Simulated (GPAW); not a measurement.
# Core-hole calculation of the Mg K edge in LiMg (P-6m2), part 3 of 3

What does one-electron theory with a core hole give for the Mg K edge of LiMg (P-6m2)?

GPAW 26.7.0; X-ray absorption from dipole matrix elements to empty bands, plane-wave PAW LDA.

So far. Step 5 (Spectrum with XCH, Mg atom 1): The total-energy difference is 1307.25 eV. One term is added: -12.89 eV, since the hole is spin-paired here and a spin-polarised one costs that much less in the free atom (computed apart). The photon energy is then 1294.36 eV. The tabulated edge of the element is 1303 eV. The functional leaves an error in such absolute values: in the free atom LDA prices this hole 6.5 eV below PBE (computed apart), and PBE is itself good to a few eV.

## (8) Spectrum with XCH, Mg atom 1

A smaller cell brings the holes closer; here they are 3.1 Å apart.

Changed against the first core-hole run: supercell atoms from 16 to 4; the field's mesh follows (4×4×4 to 9×9×3).

Input file xas.py:

```python
import numpy as np
from ase import Atoms
from ase.parallel import parprint, paropen
from gpaw import GPAW, PW, FermiDirac, Mixer, MixerDif, setup_paths
from gpaw.test import gen
setup_paths.insert(0, '.')
gen('Mg', name='fch1s', xcname='LDA', corehole=(1, 0, 1), write_xml=True)
from gpaw.mpi import world
world.barrier()

atoms = Atoms('Mg2Li2',
    cell=[[1.55424876, -2.69203782, 0],
     [-1.55424876, -2.69203782, 0],
     [0, 0, -10.05093536]],
    scaled_positions=[[0.33333333, 0.33333333, 0.75],
     [0.33333333, 0.33333333, 0.25],
     [0, 0, 0],
     [0, 0, 0.5]],
    pbc=True)
atoms.calc = calc = GPAW(legacy_gpaw=True, mode=PW(500), xc='LDA', setups={0: 'fch1s'},
    kpts={'size': (9, 9, 3), 'gamma': True}, occupations=FermiDirac(0.1),
    charge=-1, mixer=Mixer(0.1, 5, 50), maxiter=150,
    convergence={'density': 0.0001}, txt='scf.txt')
energy = atoms.get_potential_energy() + calc.get_reference_energy()
ef = calc.get_fermi_level()
out = dict(energy=energy, fermi=ef, forces=atoms.get_forces().tolist())
parprint(f'all-electron energy {energy:.4f} eV, Fermi level {ef:.4f} eV')
ev = np.array([[calc.get_eigenvalues(k, s) for k in range(len(calc.get_ibz_k_points()))] for s in range(calc.get_number_of_spins())])
out['homo'], out['lumo'], out['counts'] = ev[ev < ef].max(), ev[ev > ef].min(), sorted(set((ev < ef).sum((0, 2)).tolist()))
out['filled'] = (ev[:, 0] < ef).sum(1).tolist()

from ase.units import Ha
from gpaw.xas import dipole_matrix_elements
nb = int(calc.get_number_of_electrons() / 2) + 53
top, nb = nb, nb + 8 + nb // 12
nscf = calc.fixed_density(kpts={'size': (11, 11, 3), 'gamma': True}, nbands=nb,
    convergence={'bands': top, 'eigenstates': 1e-5}, maxiter=60, txt='nscf.txt')
cell = atoms.cell.array
ops = [cell.T @ U.T @ np.linalg.inv(cell.T) for U in nscf.wfs.kd.symmetry.op_scc]
E = np.arange(-6, 34, 0.1)
fwhm = np.interp(E, [4, 25], [0.9, 3.5])
Y, X, zero, highest = 0, 0, 1e9, 1e9
for spin in range(nscf.get_number_of_spins()):
    wfs = nscf.wfs
    A = dipole_matrix_elements(wfs.setups[0])
    eps = np.zeros((wfs.kd.nibzkpts, nb))
    d = np.zeros((3, A.shape[1], wfs.kd.nibzkpts, nb), complex)
    for kpt in wfs.kpt_u:
        if kpt.s == spin and 0 in kpt.P_ani:
            eps[kpt.k] = kpt.eps_n * Ha
            d[:, :, kpt.k] = (kpt.weight * wfs.nspins / 2) ** 0.5 * np.inner(A, kpt.P_ani[0])
    world.sum(eps)
    world.sum(d)
    T = np.einsum('amkn,bmkn->abkn', d, d.conj()).real
    T = sum(np.einsum('ai,ijkn,bj->abkn', R, T, R) for R in ops) / len(ops)
    empty = eps > ef
    zero, highest = min(zero, eps[empty].min()), min(highest, eps[:, top - 1].min())
    lines = [(eps, T, empty)] if spin == 0 else lines + [(eps, T, empty)]
for eps, T, empty in lines:
    f = np.einsum('aakn->akn', T).reshape(3, -1)
    x = eps.ravel() - zero
    w = np.interp(x, E, fwhm) / 2.35482
    g = np.exp(-0.5 * ((E[:, None] - x) / w) ** 2) / (w * (2 * np.pi) ** 0.5)
    Y = Y + (f * empty.ravel()) @ g.T
    X = X + (f * ~empty.ravel()) @ g.T
out.update(E=E.round(2).tolist(), xas=Y.tolist(), xes=X.tolist(), zero=zero, valid=highest - zero, nk=len(eps), nb=nb)
for i in range(0, len(E), 10):
    parprint(f'{E[i]:7.2f}', *(f'{v:10.3e}' for v in Y[:, i]))
import json
with paropen('out.json', 'w') as f:
    json.dump(out, f)
```

The run is started by

```
$ OMP_NUM_THREADS=1 mpirun -n 4 gpaw python xas.py
```

Numbers of over 12 decimals in the logs are rounded to 6 here.

The program printed:

```text
Input parameters:
  charge: -1
  convergence: {density: 0.0001}
  kpts: {gamma: True,
         size: (9, 9, 3)}
  maxiter: 150
  mixer: {backend: pulay,
          beta: 0.1,
          method: separate,
          nmaxold: 5,
          weight: 50}
  mode: {ecut: 500.0,
         name: pw}
  occupations: {fixmagmom: False,
                name: fermi-dirac,
                width: 0.1}
  setups: {0: fch1s}

Initialize ...

[...]
3p(0) :    -0.343172     1.000690
*d    :     0.000000
--------------------------------

Diagonalizing with gridspacing h=0.050

state   all-electron     PAW
-------------------------------
2s:      -4.035788    -4.036322
2p:      -2.903993    -2.904657
*d:                   -0.118527
*f:                   -0.020612
-------------------------------
all-electron energy -9954.3329 eV, Fermi level 2.0660 eV
[...]
32.00  7.352e-06  7.352e-06  7.208e-06
  33.00  6.951e-06  6.951e-06  6.968e-06
[key lines of the parts left out:]
Converged after 17 iterations.
Dipole moment: (0.000000, 4.228433, 0.082362) |e|*Ang
Free energy:    -16.474582
Fermi level: 2.06596
```

It took 31 s on 4 MPI ranks of Arm Neoverse V2, shared host; peak memory 0.26 GiB.

These settings depart from the first run's and aren't meant as converged.

Against the first run the r.m.s. difference is 15 %. Another feature, at 6.1 eV (1.54), becomes the highest below 16 eV; the one at 10.0 eV (1.36) is now at 10.2 eV (1.44).

```csv
E (eV),first run,this run
-2.0,0.00,0.00
-0.5,0.08,0.12
1.0,0.85,0.80
2.5,0.98,1.12
4.0,1.01,1.09
5.5,1.04,1.36
7.0,1.21,1.31
8.5,1.28,1.08
10.0,1.36,1.43
11.5,1.16,1.17
13.0,1.13,1.06
14.5,1.02,0.91
16.0,0.84,0.74
17.5,0.69,0.60
19.0,0.59,0.51
20.5,0.59,0.46
22.0,0.64,0.53
23.5,0.67,0.61
25.0,0.62,0.65
26.5,0.59,0.75
28.0,0.68,0.91
29.5,0.84,0.94
31.0,0.89,0.87
```

## (9) What the core hole does

Both curves are counted from their own zero, so only the shift of weight within the empty states shows.

```csv
E (eV),no hole,XCH
-2.0,0.00,0.00
-1.0,0.00,0.00
0.0,0.49,0.42
1.0,0.56,0.85
2.0,0.74,0.96
3.0,0.76,0.91
4.0,0.66,1.01
5.0,0.83,1.03
6.0,0.79,1.12
7.0,0.90,1.21
8.0,1.02,1.33
9.0,1.06,1.27
10.0,1.23,1.36
11.0,1.33,1.24
12.0,1.29,1.11
13.0,1.28,1.13
14.0,1.32,1.07
15.0,1.34,0.96
16.0,1.23,0.84
17.0,1.09,0.74
18.0,0.97,0.65
19.0,0.84,0.59
20.0,0.75,0.58
21.0,0.72,0.60
22.0,0.72,0.64
23.0,0.72,0.67
24.0,0.72,0.66
25.0,0.70,0.62
26.0,0.66,0.59
27.0,0.62,0.61
28.0,0.63,0.68
29.0,0.70,0.79
30.0,0.80,0.87
31.0,0.88,0.89
32.0,0.91,0.85
```

With each curve scaled to its own mean, the area from −2 to 6 eV with the hole is 5.7 against 4.4, and the centre of weight from −1 to 20 eV moves by -1.2 eV: the hole pulls the absorber's empty states down.

## (10) What came out

| Item | Value |
| --- | --- |
| absorber and edge | Mg K, atom 1 of the ground-state input (counted from 1) |
| surroundings | 6 Li at 3.09 Å and 6 Mg at 3.11 Å (anticuboctahedral, as in hcp, site symmetry -6m2) |
| highest intensity below 16 eV | 10.0 eV above the zero, height 1.36 |
| photon energy of the zero, with the added terms | 1294.4 eV (raw 1307.3 eV; LDA puts this hole about 6 eV below PBE, itself good to a few eV) |

The Mg K edge of atom 1, with 6 Li at 3.09 Å and 6 Mg at 3.11 Å (anticuboctahedral, as in hcp, site symmetry -6m2), has its highest intensity of the first 16 eV at 10.0 eV above the zero, near 1304 eV in photon energy (LDA puts this hole about 6 eV below PBE, itself good to a few eV), 1.4 times the mean level of the first 20 eV (Gaussian full width 0.9 eV up to 4 eV, rising linearly to 3.5 eV at 25 eV). With each curve scaled to its own mean, the area from −2 to 6 eV with the hole is 5.7 against 4.4, and the centre of weight from −1 to 20 eV moves by -1.2 eV: the hole pulls the absorber's empty states down. Changing the core hole to FCH alters the shape by 1 % r.m.s., so the result is insensitive to this choice. A cell with holes 3.1 Å apart changes the curve by 15 % r.m.s. (14 % after the best shift). At the Mg K edge of atom 1 polarisation matters most near 9.9 eV, where the curves differ by 0.7 on this scale. The structure is a computed Materials Project entry and may be a hypothetical form.

[Banner, clock and machine lines of the logs are left out without a mark of their own.]

[Logs are printed without paths, hosts, clocks, repeated set-up lines and the standing remarks that a program may print on its own settings, such as how far it seeks lower states.]

[Hosts, paths, dates, database ids (printed as entryN), source tags and the programs' standing remarks are cut or masked in the printed files.]

[Lists of maxima count a maximum above −3 eV only where it reaches 4 % of the highest in the window and stands out from its surroundings by 2 % of it (1.5 % where it reaches 55 %); shoulders and weaker maxima are passed over, and of the rest the first, up to two pre-edge ones and the few strongest are named.]
